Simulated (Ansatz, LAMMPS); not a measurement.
# Amorphous poly(propylene oxide) (as short chains C35O12H72), from a frame at 440 K (238 atoms): geometry optimisation, part 3 of 3

Wanted: the relaxed structure of amorphous poly(propylene oxide) (as short chains C35O12H72), from a frame at 440 K (238 atoms) and its electronic structure.

Ansatz 0.2.0; Kohn-Sham DFT, PBE+D3(BJ), PAW (set soft_2), plane waves.

The cell: 70 C, 24 O and 144 H. The network of contacts between molecules at the start is that of the classical potential that made the cell. The density was typed from a rule of thumb and may lie off the real one at this temperature. The Brillouin zone is sampled at Γ only, in a cell whose shortest periodic width is 14 Å.

So far. Step 4 (Relaxation): The relaxation changed the energy by -59.1 meV/atom, and atoms moved by 0.90 Å r.m.s., 3.4 Å at most.

## (6) Single point at the relaxed geometry

The electronic structure is read at the final geometry, in a run of its own.

Contents of input.yaml:

```yaml
crystal:
  lattice:
    - [13.68279, 0.0, 0.0]
    - [0.0, 13.68279, 0.0]
    - [0.0, 0.0, 13.68279]
  atoms:
    - { symbol: C, position: [0.62834, 0.30831, 0.0594] }
    - { symbol: O, position: [0.6683, 0.27466, 0.96996] }
    - { symbol: C, position: [0.76742, 0.24542, 0.97973] }
    - { symbol: C, position: [0.80167, 0.20331, 0.88182] }
    - { symbol: C, position: [0.74716, 0.11027, 0.85568] }
    - { symbol: O, position: [0.9033, 0.17966, 0.88444] }
    - { symbol: C, position: [0.96811, 0.26107, 0.88523] }
    - { symbol: C, position: [0.06637, 0.22763, 0.84396] }
    - { symbol: C, position: [0.05896, 0.19412, 0.73803] }
    - { symbol: O, position: [0.13071, 0.30907, 0.85667] }
    - { symbol: C, position: [0.22953, 0.28781, 0.83245] }
    - { symbol: C, position: [0.29611, 0.36495, 0.87749] }
    - { symbol: C, position: [0.2863, 0.37189, 0.9879] }
    - { symbol: O, position: [0.39315, 0.33519, 0.85025] }
    - { symbol: C, position: [0.4606, 0.41267, 0.83527] }
    - { symbol: C, position: [0.46576, 0.44616, 0.72907] }
    - { symbol: C, position: [0.55107, 0.51583, 0.71275] }
    - { symbol: O, position: [0.37476, 0.49301, 0.70518] }
    - { symbol: C, position: [0.34641, 0.48088, 0.60607] }
    - { symbol: C, position: [0.25178, 0.53814, 0.58867] }
    - { symbol: C, position: [0.17037, 0.5101, 0.65924] }
    - { symbol: O, position: [0.22241, 0.53196, 0.48796] }
    - { symbol: C, position: [0.20239, 0.43606, 0.4526] }
    - { symbol: C, position: [0.13777, 0.44394, 0.36156] }
    - { symbol: C, position: [0.03386, 0.47342, 0.38593] }
    - { symbol: O, position: [0.13327, 0.35015, 0.31502] }
    - { symbol: C, position: [0.21511, 0.32639, 0.25541] }
    - { symbol: C, position: [0.23406, 0.21664, 0.26355] }
    - { symbol: C, position: [0.26315, 0.18684, 0.36671] }
    - { symbol: O, position: [0.30869, 0.19615, 0.19304] }
    - { symbol: C, position: [0.32801, 0.09468, 0.1793] }
    - { symbol: C, position: [0.3393, 0.07463, 0.0696] }
    [... 200 atom lines left out ...]
    - { symbol: H, position: [0.84656, 0.2945, 0.30668] }
    - { symbol: H, position: [0.85724, 0.3109, 0.17785] }
    - { symbol: H, position: [0.96393, 0.31194, 0.25325] }
    - { symbol: H, position: [0.98898, 0.00024, 0.156] }
    - { symbol: H, position: [0.8815, 0.03858, 0.09176] }
    - { symbol: H, position: [0.99928, 0.05836, 0.03897] }
kpoints:
  mp_grid: { grid: [1, 1, 1] }
hamiltonian:
  xc: pbe
  dispersion: d3bj
scf:
  occupations: { method: fermi_dirac, width: 0.025 }
output:
  forces: true
  stress: true
  populations: intrinsic
  dos:
    method: { smearing: { sigma: 0.15 } }
    de: 0.1
    projected: { site_lists: { C: [C], H: [H], O: [O] } }
  eigenvalues: true
  write_density: true
  write_potential: true
  volumetric_format: npy
  elf: true
```

On the command line:

```sh
ansatz run input.yaml --threads 4 --pin off --max-ram 8192MiB --backend cpu --events-out ev --progress --plain --runs-dir out
```

Numbers of over 12 decimals in the logs are rounded to 6 here.

The log of the run:

```text
[...]
Crystal: 238 atoms, lattice volume = 2561.675 Å³
Basis set: ecut = 420 eV, 50061 PW (Γ), exchange–correlation on 192×192×192 points (8 copies of the dense FFT grid, shifted against one another)
Bands: 522, of which v1, the nominal top of the filled ones, is band 284 counted from 1 (283 counted from 0)
Symmetry: 1 space group operations
[...]
k-points: 1
[...]
SCF iter   1: F=—  HF=-33486.965128 eV  |F-HF|=—  |Δ(HF+E_count)|=         —  Δρ=4.61e-3  dr2=7.13e-1  ethr=1.77e-3  ⟨swp⟩=6.0  Hψ=2417  notcnv=0  defer=57
[...]
SCF iter  10: F=-33486.959508 eV  HF=-33486.959508 eV  |F-HF|=9.23e-9  |Δ(HF+E_count)|=   2.85e-8  Δρ=8.69e-7  dr2=3.04e-8  ethr=1.76e-11  ⟨swp⟩=21.0  Hψ=5048  notcnv=0
SCF 1 converged in 10 iterations: F = -33486.959508 eV  dr2 = 3.04e-8
[...]
WARN: The input density's exchange-correlation potential varies sharply where the density is thin. Do not read a vacuum level from v_tot or v_xc, or from such a field of the output density. On a cell that repeats whose density bears no net charge and no dipole along the vacuum's axis use v_es (v_loc + v_h of the components); [...]
SCF converged after 10 iterations
Free energy (F): -33486.959508 eV
[...]
Internal energy: -33486.959508 eV  (E = F + TS)
E sigma→0 (E₀):  -33486.959508 eV
Fermi energy:    1.208496 eV
[...]
--- Forces (eV/Å), atoms counted from 1 ---
  atom   1  C      0.00097819     0.00740970     0.01125722
  atom   2  O     -0.00009204    -0.00316432    -0.00384692
  atom   3  C      0.00313952    -0.00275583     0.00274501
  atom   4  C     -0.00298979     0.00127113     0.00185980
  atom   5  C      0.00259980    -0.00083337     0.00224826
  atom   6  O      0.00793249     0.01224059    -0.00738208
  atom   7  C     -0.01765862    -0.00707826     0.00253780
  atom   8  C      0.02670220     0.01110099    -0.00459030
  atom   9  C     -0.00871434     0.01296505     0.00871644
  atom  10  O     -0.00885401    -0.03033067    -0.00954354
  atom  11  C      0.00946223     0.00860184    -0.00243022
  atom  12  C     -0.00589472    -0.00820275     0.00157342
  atom  13  C      0.00294229     0.00159034    -0.00584425
  atom  14  O      0.00075664     0.00308122    -0.00019066
[...]
atom 237  H      0.01358012     0.00485801     0.00156865
  atom 238  H     -0.00265972    -0.00171262     0.00733681
  max |Σ_I F_I| component: 4.80e-5 eV/Å
--- Stress (GPa, compression-positive) ---
       -0.266212      -0.016890       0.015465
       -0.016890      -0.260605       0.018387
        0.015465       0.018387      -0.206765
  P = ⅓ Tr σ = -0.2445 GPa (-2.445 kbar)
--- Band table (eV) ---
[...]
--- intrinsic populations: 238 sites ---
  site symbol       q [e]
     0      C      4.3042
     1      O      6.3854
     2      C      4.1193
[...]
237      H      0.8052
  spilling = -0.000000 (of n_electrons = 568.000000)
```

Run time: 53 s. Hardware: 4 threads of Arm Neoverse V2, shared host; peak memory 3.6 GiB; 3.5 min of CPU time.

The program notes that the exchange-correlation potential is rough where the density is thin.

Numbers from this run:

| Quantity | Value |
| --- | --- |
| free energy | -33486.9595 eV |
| free energy per atom | -140.7015 eV/atom |
| SCF cycles | 10 |
| pressure | -0.2445 GPa |
| r.m.s. force component | 0.00557 eV/Å |
| longest force | 0.03934 eV/Å |
| Fermi energy | 1.208 eV |
| gap (highest filled to lowest empty level) | 4.178 eV |

Intrinsic-atomic-orbital charges by element:

| element | coordination | atoms | mean charge (e) | spread | least | most |
| --- | --- | --- | --- | --- | --- | --- |
| C | all | 70 | -0.199 | 0.246 | -0.556 | 0.0848 |
| H | all | 144 | 0.163 | 0.017 | 0.130 | 0.198 |
| O | all | 24 | -0.399 | 0.0073 | -0.410 | -0.381 |

States in the cell by windows of 1 eV, zero at the Fermi level; the larger projections on atomic orbitals stand beside the total:

| from (eV) | to (eV) | total | C p | H s | O p | C s |
| --- | --- | --- | --- | --- | --- | --- |
| -14 | -13 | 41.1 | 7.3 | 10.6 | 3.4 | 17.5 |
| -13 | -12 | 5.0 | 0.9 | 1.4 | 0.2 | 1.8 |
| -12 | -11 | 28.6 | 8.6 | 6.7 | 4.5 | 7.1 |
| -11 | -10 | 15.3 | 5.1 | 4.0 | 1.7 | 3.3 |
| -10 | -9 | 31.8 | 17.6 | 5.2 | 7.3 | 0.9 |
| -9 | -8 | 51.4 | 29.2 | 8.8 | 11.0 | 1.2 |
| -8 | -7 | 50.5 | 29.2 | 10.6 | 8.6 | 0.9 |
| -7 | -6 | 71.6 | 41.4 | 20.8 | 7.2 | 0.6 |
| -6 | -5 | 70.4 | 40.1 | 20.6 | 8.2 | 0.4 |
| -5 | -4 | 50.9 | 17.0 | 11.2 | 19.7 | 0.4 |
| -4 | -3 | 13.0 | 2.6 | 2.1 | 7.6 | 0.1 |
| -3 | -2 | 40.0 | 6.1 | 5.4 | 27.4 | 0.5 |
| -2 | -1 | 0.5 | 0.1 | 0.0 | 0.3 | 0.0 |
| -1 | 1 | 0.0 | 0.0 | 0.0 | 0.0 | 0.0 |
| 1 | 2 | 0.3 | 0.0 | 0.1 | 0.0 | 0.1 |
| 2 | 3 | 17.9 | 1.8 | 6.5 | 0.2 | 2.5 |
| 3 | 4 | 43.2 | 9.0 | 12.6 | 1.1 | 4.1 |
| 4 | 5 | 58.5 | 13.1 | 15.5 | 1.9 | 4.1 |

Between -24 and -14 eV lie 98 more states.

The levels nearest the highest filled one (over half full), pooled over k-points and spins:

| level less the highest filled one (eV) | occupation |
| --- | --- |
| -0.447 | 2 |
| -0.426 | 2 |
| -0.367 | 2 |
| -0.255 | 2 |
| -0.232 | 2 |
| 0 | 2 |
| 4.18 | 0 |
| 4.45 | 0 |
| 4.57 | 0 |
| 4.63 | 0 |
| 4.68 | 0 |
| 4.80 | 0 |

Electrostatic potential energy in the ab plane at fractional z = 0.046, with atoms of C and O and H within 0.2 Å of it. With pseudopotentials it is smooth inside the atoms' cores, unlike the true potential.

Ten even steps from '0' (-36 eV) to '9' (5 eV), each cell a mean:
```
9999999989999810031004899999999999999999
9999999999999986787535788999999999999999
9999999999999999998400142799999999999999
9999999999999999998511465899999999988999
9999999999999999999877899999999999822899
9999999999999999999999999999999999722799
9999999999999998999999999999855888300389
8999999999999987899999999999822888743689
8899999999999999999999999999988999988898
7447899999999999999999999999999999999998
3002658999999999999999999999999999999998
6336768999999999999999999999999999999998
8899999999999889999999999999999999999999
9999999999998679999999999999999999999999
9999999988877899999999999988999999999999
9999999999987899999996253137999999999999
9999999999985699999997550005899988999999
9999999999998999999999986457888889999999
9999999999999999999999999999997479999999
9999999868999998899999999999996269999999
9999999725888771289999999999999999999999
6899999961044003799999999999999999999987
1699999742255104788888999999999999999885
8999999406898721155226899999999999999998
```
Columns run along a (13.7 Å; values clipped at the 3rd and 97th percentile), rows up along b (13.7 Å). Atoms in or near the plane, at fractional coordinates: C at (0.63, 0.31), O at (0.38, 0.98), C at (0.52, 0.87), H at (0.55, 0.33), H at (0.78, 0.19), H at (0.39, 0.13), H at (0.20, 0.01), H at (0.20, 0.14), H at (0.60, 0.87), C at (0.04, 0.55), H at (0.89, 0.80), H at (0.74, 0.69), H at (0.00, 0.06).

Valence density in the ab plane at fractional z = 0.046, with atoms of C and O and H within 0.2 Å of it. It is the smooth field of the valence electrons, not physical close to the nuclei.

Values in e/Å³, 13 rows by 16 columns, each cell a mean:
```
0.0 0.0 0.0 0.1 0.1 1.0 2.9 1.2 1.2 0.2 0.0 0.0 0.0 0.0 0.0 0.0
0.0 0.0 0.0 0.0 0.0 0.0 0.1 0.6 1.6 1.2 0.2 0.0 0.0 0.0 0.1 0.0
0.0 0.0 0.0 0.0 0.0 0.0 0.0 0.2 0.4 0.2 0.0 0.0 0.0 0.2 1.0 0.1
0.1 0.1 0.0 0.0 0.0 0.1 0.2 0.1 0.1 0.1 0.0 0.3 0.5 0.6 1.4 0.4
0.3 0.2 0.0 0.0 0.0 0.1 0.2 0.0 0.0 0.0 0.0 0.2 0.3 0.2 0.7 0.3
1.2 1.0 0.3 0.0 0.0 0.0 0.0 0.1 0.0 0.0 0.0 0.0 0.0 0.0 0.1 0.2
0.7 0.5 0.2 0.0 0.0 0.1 0.0 0.1 0.0 0.0 0.0 0.0 0.0 0.0 0.0 0.1
0.0 0.0 0.0 0.2 0.4 0.5 0.1 0.0 0.0 0.1 0.2 0.1 0.0 0.0 0.0 0.0
0.0 0.0 0.0 0.1 0.5 0.4 0.0 0.0 0.4 1.2 1.2 0.3 0.1 0.1 0.0 0.0
0.0 0.0 0.0 0.0 0.1 0.1 0.0 0.0 0.1 0.4 0.7 0.3 0.4 0.2 0.0 0.0
0.0 0.0 0.1 0.4 0.1 0.1 0.3 0.0 0.0 0.0 0.0 0.1 0.7 0.2 0.0 0.0
0.3 0.0 0.1 1.1 1.1 1.2 1.0 0.1 0.0 0.0 0.0 0.0 0.0 0.0 0.1 0.4
0.5 0.0 0.2 1.2 0.7 1.2 2.1 0.7 0.7 0.1 0.0 0.0 0.0 0.0 0.2 0.5
```
Columns run along a (13.7 Å), rows up along b (13.7 Å). Atoms in or near the plane, at fractional coordinates: C at (0.63, 0.31), O at (0.38, 0.98), C at (0.52, 0.87), H at (0.55, 0.33), H at (0.78, 0.19), H at (0.39, 0.13), H at (0.20, 0.01), H at (0.20, 0.14), H at (0.60, 0.87), C at (0.04, 0.55), H at (0.89, 0.80), H at (0.74, 0.69), H at (0.00, 0.06).

Mean intrinsic-atomic-orbital charges: C -0.20, H +0.16, O -0.40 e. The largest share in the top eV of filled states is O p (70 % of the projected weight), and in the lowest eV of empty states H s (58 % of the projected weight).

A closer look about O26, one of the 24 O atoms: 14 atoms, nearest first, numbered in the order of the input, with positions taken from that point.

| atom | x | y | z | distance (Å) | bonds | intrinsic-atomic-orbital charge (e) |
| --- | --- | --- | --- | --- | --- | --- |
| O26 | 0.00 | 0.00 | 0.00 | 0.00 | 2 | -0.40 |
| C27 | 1.12 | -0.33 | -0.82 | 1.42 | 4 | -0.11 |
| C24 | 0.06 | 1.28 | 0.64 | 1.43 | 4 | 0.08 |
| H87 | 0.91 | -0.06 | -1.87 | 2.08 | 1 | 0.16 |
| H83 | 0.51 | 2.02 | -0.05 | 2.09 | 1 | 0.14 |
| H88 | 2.03 | 0.22 | -0.50 | 2.10 | 1 | 0.14 |
| C25 | -1.36 | 1.69 | 0.97 | 2.37 | 4 | -0.51 |
| C28 | 1.38 | -1.83 | -0.70 | 2.39 | 4 | 0.07 |
| C23 | 0.95 | 1.18 | 1.88 | 2.41 | 4 | -0.12 |
| H235 | -2.32 | -0.52 | -0.85 | 2.52 | 1 | 0.19 |
| H84 | -1.87 | 0.85 | 1.46 | 2.52 | 1 | 0.16 |
| H81 | 1.88 | 0.65 | 1.62 | 2.57 | 1 | 0.14 |
| H90 | 0.99 | -1.94 | 1.41 | 2.59 | 1 | 0.18 |
| H89 | 0.45 | -2.36 | -1.00 | 2.60 | 1 | 0.15 |

The column of bonds counts only the pairs H-C within 1.34 Å, C-C within 1.85 Å, C-O within 1.73 Å; other neighbours, such as metal atoms beside each other in a compound, aren't counted, and periodic images can show an atom twice.

## (7) What came out

| Item | Value |
| --- | --- |
| energy change in the relaxation | -59.15 meV/atom |
| r.m.s. displacement | 0.901 Å |
| largest displacement | 3.367 Å |
| free energy per atom | -140.7015 eV/atom |
| pressure | -0.2445 GPa |
| r.m.s. force component | 0.00557 eV/Å |
| gap (highest filled to lowest empty level) | 4.178 eV |
| wall time of the 3 DFT runs | 13 min |

What this shows: Relaxation lowers the energy by 59.1 meV/atom and moves atoms by 0.90 Å r.m.s.; the r.m.s. force component goes from 1.1 to 0.0056 eV/Å, the pressure goes from 2.6 to -0.24 GPa. By the final cutoffs no bond was broken or made. From the first step to the last the energy fell by 14.077 eV, and the largest move was 3.37 Å (H169). The H-C bonds change most in mean length: from 1.089 Å (spread 0.036) to 1.101 Å (spread 0.004). By these cutoffs all C atoms have 4, all H atoms have 1 and all O atoms have 2 bonded neighbours. Between filled and empty levels lie 4.18 eV (at Γ alone); a semilocal functional tends to put such gaps too low. In a disordered cell it changes from sample to sample, and tail or defect levels can set it.

What to keep in mind: The network of contacts between molecules at the start is that of the classical potential that made the cell; in DFT atoms moved by 0.90 Å r.m.s.

[Logs are printed without paths, hosts, clocks, repeated set-up lines and the standing remarks that a program may print on its own settings, such as how far it seeks lower states.]

[Hosts, paths, dates, database ids (printed as entryN), source tags and the programs' standing remarks are cut or masked in the printed files.]
